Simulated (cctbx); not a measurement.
# Diagnosing a refinement

Cell a = 5.2560 Å, b = 5.2560 Å, c = 5.2560 Å, α = 90.00°, β = 90.00°, γ = 90.00°; space group Pm-3m (no. 221). The compound is Sr3PrB.

The data are simulated with cctbx, not measured: synchrotron X-rays, λ = 0.6889 Å, to d = 0.75 Å, 80 % of the full sphere, strongest reflection 20000 counts, noise from counting, a 3 % proportional error and a noise floor of 2 counts (s.d.); no absorption, and some extinction, which the refinements don't model.

An anisotropic refinement with weights 1/σ² prints:

```text
Rint 0.028, 57 unique reflections to 0.75 A
cycle     R1     wR2    GooF  max shift (A)
   1  0.1140  0.3484  27.651   0.00000
   3  0.0468  0.1333  10.580   0.00000
final R1 0.0468 wR2 0.1333 GooF 10.577  parameters 4  data/parameter 14.2
atom        x        y        z      Ueq    occ   su(xyz)  su(Uiso or U11)
Sr1    0.00000  0.00000  0.00000   0.0325  1.000  0.00000  0.0017
Pr1    0.50000  0.00000  0.50000   0.0162  1.000  0.00000  0.0011
B1     0.50000  0.50000  0.50000   3.8259  1.000  0.00000 15.1528
difference map: max 6.40 min -6.12 rms 0.56
Q1    0.0000  0.0000  0.5000    3    6.40  2.63 A from Pr1
Q2    0.0000  0.1417  0.1417   12    0.50  1.05 A from Sr1
Q3    0.0000  0.2515  0.2515   12    0.49  1.85 A from Pr1
Q4    0.0000  0.1764  0.3965   24    0.46  1.79 A from Pr1
Q5    0.1387  0.1387  0.5000   12    0.36  2.03 A from Pr1
Q6    0.0690  0.0690  0.3101   24    0.34  1.71 A from Sr1
```

**Question.** Can this result stand? If not, what is the likely fault?

Mend it. The fault: elements exchanged: Pr1 is Sr and Sr1 is Pr. Against the right model at the same level, R1 goes from 0.0065 to 0.0468 and GooF from 1.12 to 10.58, U of Sr1 swells from 0.0132 to 0.0325 Å², the top difference peak, 6.4 e/Å³, lies 2.63 Å from Pr1 and a hole of -6.1 e/Å³ opens. Pr1 has 21 electrons too many, yet its U moves the other way: dispersion, the scale or a false minimum can outweigh the electron count; Sr1 has 21 electrons too few, yet its U moves the other way: dispersion, the scale or a false minimum can outweigh the electron count.

The compound is Sr3PrB. The right model at the same level gives:

```text
Rint 0.028, 57 unique reflections to 0.75 A
cycle     R1     wR2    GooF  max shift (A)
   1  0.0077  0.0206   1.636   0.00000
   2  0.0065  0.0141   1.118   0.00000
final R1 0.0065 wR2 0.0141 GooF 1.118  parameters 4  data/parameter 14.2
atom        x        y        z      Ueq    occ   su(xyz)  su(Uiso or U11)
Pr1    0.00000  0.00000  0.00000   0.0132  1.000  0.00000  0.0001
Sr1    0.50000  0.00000  0.50000   0.0170  1.000  0.00000  0.0001
B1     0.50000  0.50000  0.50000   0.0238  1.000  0.00000  0.0011
difference map: max 0.16 min -0.29 rms 0.07
Q1    0.0811  0.2340  0.5000   24    0.17  1.46 A from Sr1
Q2    0.0914  0.0914  0.3589   24    0.12  2.01 A from Pr1
Q3    0.1500  0.1500  0.1500    8    0.11  1.37 A from Pr1
Q4    0.1703  0.3357  0.3357   24    0.11  1.51 A from Sr1
Q5    0.3072  0.3072  0.5000   12    0.11  1.43 A from B1
Q6    0.0000  0.2011  0.3437   24    0.11  1.77 A from Sr1
```

The model was made for the exercise: a known structure type with other elements put in, its volume estimated, not relaxed; displacement parameters are assumed.

[Middle refinement cycles are left out of these outputs.]

[Logs are printed without paths, hosts, clocks, repeated set-up lines and the standing remarks that a program may print on its own settings, such as how far it seeks lower states.]
